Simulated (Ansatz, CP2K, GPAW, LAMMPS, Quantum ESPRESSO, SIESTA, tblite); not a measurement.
**Other levels on glassy 77SiO2-6B2O3-8CaO-8MgO (mol %) (142 atoms)**

Density of this cell: 2.60 g/cm³. The cell holds 142 atoms: 37 Si, 6 B, 4 Ca, 4 Mg and 91 O. Cell: a = 12.161 Å, b = 12.161 Å, c = 12.161 Å, α = 90.0°, β = 90.0°, γ = 90.0°. 142 atoms (37 Si, 6 B, 4 Ca, 4 Mg, 91 O) placed at random at 2.31 g/cm³, melted at 3000 K for 20 ps at fixed volume with the Buckingham and Coulomb pair potential of Guillot and Sator (Geochim. Cosmochim. Acta 71, 1249 (2007)) with the boron terms of Wang et al. (J. Non-Cryst. Solids 498, 294 (2018)). Quenched from 3000 K to 300 K at 300 K/ps and fixed volume, held 10 ps at zero pressure.

Geometry: as built.

The reference, a calculation:

| Quantity | Value |
| --- | --- |
| method | Kohn-Sham DFT, PBE, SSSP efficiency 1.3.0 pseudopotentials, plane waves (Quantum ESPRESSO 7.5); sssp-pbe-1.3.0-efficiency, cutoffs 60/480 Ry, Γ point |
| r.m.s. force component | 1.174 eV/Å |
| longest force | 5.92 eV/Å |
| pressure | 1.426 GPa |
| gap (highest filled to lowest empty level) | 2.079 eV |
| time | 7.4 min on 4 MPI ranks of Arm Neoverse V1, shared host |
| CPU time | 30 min |

Q: Estimate the differences from the reference, the CPU time and the memory of each run.
- GPAW PBE, LCAO sz(dzp), h 0.18 Å (GPAW 26.7.0; 1 thread)
- SIESTA PBE, DZP, shift 0.01 Ry, mesh 500 Ry (SIESTA 5.4.2; 4 MPI ranks)
- SIESTA PBE, SZ, shift 0.02 Ry, mesh 500 Ry (SIESTA 5.4.2; 1 thread)
- tblite GFN1-xTB (tblite 0.8.0; 1 thread)
- CP2K PBE, DZVP-UZH, 1200/60 Ry, OT DIIS (CP2K 2026.2; 2 threads)
- CP2K GFN1-xTB, OT DIIS (CP2K 2026.2; 1 thread)
- CP2K PBE, DZVP-MOLOPT-SR, 1200/60 Ry, TRS4 filter 1e-05, SCF 1e-06 (CP2K 2026.2; 2 threads)
- GPAW PBE, LCAO dzp, h 0.18 Å (GPAW 26.7.0; 2 MPI ranks)
- SIESTA PBE, SZ, shift 0.01 Ry, mesh 500 Ry (SIESTA 5.4.2; 1 thread)

Differences are against the plane-wave reference, forces as r.m.s. over components; share is that over the reference's r.m.s. force, slope the least-squares factor from reference forces to these. Total energies of different programs have different zeros and aren't compared.

| run | Δ force, r.m.s. (meV/Å) | share (%) | slope | Δ pressure (GPa) | Δ gap (eV) | cores | CPU time | memory (GiB) |
| --- | --- | --- | --- | --- | --- | --- | --- | --- |
| reference | - | - | - | - | - | 4 | 30 min | 7.4 |
| GPAW PBE, LCAO sz(dzp), h 0.18 Å (coarse) | 1012 | 86.2 | 1.090 | - | -0.756 | 1 | 1.7 min | 1.9 |
| SIESTA PBE, DZP, shift 0.01 Ry, mesh 500 Ry | 216 | 18.4 | 1.069 | 2.53 | -0.187 | 4 | 12 min | 4.0 |
| SIESTA PBE, SZ, shift 0.02 Ry, mesh 500 Ry (coarse) | 825 | 70.3 | 1.194 | 12.7 | -1.25 | 1 | 2.9 min | 1.4 |
| tblite GFN1-xTB | 639 | 54.4 | 0.681 | 4.00 | - | 1 | 11 s | 0.17 |
| CP2K PBE, DZVP-UZH, 1200/60 Ry, OT DIIS | 117 | 9.97 | 1.018 | 0.460 | -0.0741 | 2 | 30 min | 6.2 |
| CP2K GFN1-xTB, OT DIIS | 859 | 73.2 | 0.695 | -14.2 | - | 1 | 15 s | 0.55 |
| CP2K PBE, DZVP-MOLOPT-SR, 1200/60 Ry, TRS4 filter 1e-05, SCF 1e-06 | 127 | 10.8 | 1.020 | 0.394 | - | 2 | 11 min | 6.2 |
| GPAW PBE, LCAO dzp, h 0.18 Å | 312 | 26.6 | 1.094 | - | -0.177 | 2 | 7.7 min | 3.2 |
| SIESTA PBE, SZ, shift 0.01 Ry, mesh 500 Ry (coarse) | 1003 | 85.4 | 1.181 | 20.6 | -1.15 | 1 | 3.5 min | 1.6 |

Rows marked coarse were listed beforehand as settings not expected to be converged; some can still land near the reference.

CPU time is summed over cores on a shared host, where runs went side by side, so it is rough. Symmetry, cutoffs, thresholds, outputs and thread counts weren't matched or tuned between programs; memory under MPI is the largest rank's times the ranks.

The PBE runs in local orbitals, coarse settings apart, differ by 10.0 % (CP2K PBE, DZVP-UZH, 1200/60 Ry, OT DIIS) to 27 % (GPAW PBE, LCAO dzp, h 0.18 Å); basis, grid and potentials can all enter. Tight binding differs by 54 % (tblite GFN1-xTB) to 73 % (CP2K GFN1-xTB, OT DIIS); it is another model, with fitted parameters of its own, and the xTB methods hold dispersion. Runs with settings chosen to be coarse differ by 70 % (SIESTA PBE, SZ, shift 0.02 Ry, mesh 500 Ry) to 86 % (GPAW PBE, LCAO sz(dzp), h 0.18 Å), their programs' other errors included. Of the electronic-structure runs that take under half the reference's CPU time, CP2K PBE, DZVP-MOLOPT-SR, 1200/60 Ry, TRS4 filter 1e-05, SCF 1e-06 comes nearest, at 11 % in 11 min against 30 min. Periodic xTB results under one method name differ between programs and library versions. The network of bonds at the start is that of the classical potential that made the cell, and needn't be the one that DFT or experiment would give. The electronic-structure runs sample only Γ, in a cell whose shortest periodic width is 12 Å.

[Hosts, paths, dates, database ids (printed as entryN), source tags and the programs' standing remarks are cut or masked in the printed files.]
